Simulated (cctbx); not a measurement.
## Which space group?

Cell: a = 4.4810 Å, b = 6.1070 Å, c = 9.5400 Å, α = 90.00°, β = 90.00°, γ = 90.00°. Expected content of the cell: Tl2 Ce4 Mg4.

Simulated single-crystal data (cctbx): Mo Kα, λ = 0.71073 Å, to d = 0.75 Å, 70 % of the full sphere, strongest reflection 40000 counts, noise from counting, a 6 % proportional error and a noise floor of 2 counts (s.d.); no absorption.

A first pass over the reflections prints:

```text
1828 reflections to d = 0.750 A
centring   violations  <I/sigma> of those
    A        456 of   921      6.9
    B        463 of   928      7.2
    C        461 of   941      6.8
    I          0 of   929      0.0
    R        598 of  1216      6.8
    F        690 of  1395      7.0
Laue class    unique    Rint  (classes that these axes allow; Friedel mates merged)
I 1 2/m 1         345   0.040
I 1 1 2/m         337   0.040
I 2/m 1 1         352   0.039
I m m m           207   0.043
space group    extra absences  I>4sigma  <I/sigma>
I 2 2 2                 0          0         -  acentric
I 21 21 21              0          0         -  acentric
I m m 2                 0          0         -  acentric
I 2 m m                 0          0         -  acentric
I m 2 m                 0          0         -  acentric
I m m m                 0          0         -  centric
Wilson B = 0.49 A^2   <|E^2-1|> = 0.812 (0.968 centric, 0.736 acentric)   E^2>4: 0.0 %
shell (A)         n   <I/sigma>
 5.14 - 1.49     30     24.8
 1.49 - 1.19     30     26.2
 1.19 - 1.04     26     27.3
 1.04 - 0.94     25     27.1
 0.94 - 0.88     22     25.6
 0.88 - 0.83     28     27.0
 0.83 - 0.78     24     25.5
 0.78 - 0.75     22     24.6
```

**Question.** What are the lattice type, the Laue class and the likely space group?

The reflections that I centring forbids are absent (⟨I/σ⟩ near 0), so the lattice is I.

Rint stays low (0.039 to 0.043) up to I m m m, the highest class in these axes.

6 settings pass the absence test. No glide or screw absences show, which leaves I 2 2 2, I 21 21 21, I m m 2, I 2 m m, I m 2 m and I m m m.

⟨|E²−1|⟩ = 0.812 lies between the two ideal values. The Wilson B of 0.49 Å² means U ≈ 0.0062 Å².

The true group is Immm (no. 71), Laue class mmm, centrosymmetric. The tables only narrow the choice to the tied entries; cell content, site symmetry and trial solutions must settle it.

This is a model crystal, built by substitution and not relaxed, with assumed displacement parameters.

[Logs are printed without paths, hosts, clocks, repeated set-up lines and the standing remarks that a program may print on its own settings, such as how far it seeks lower states.]
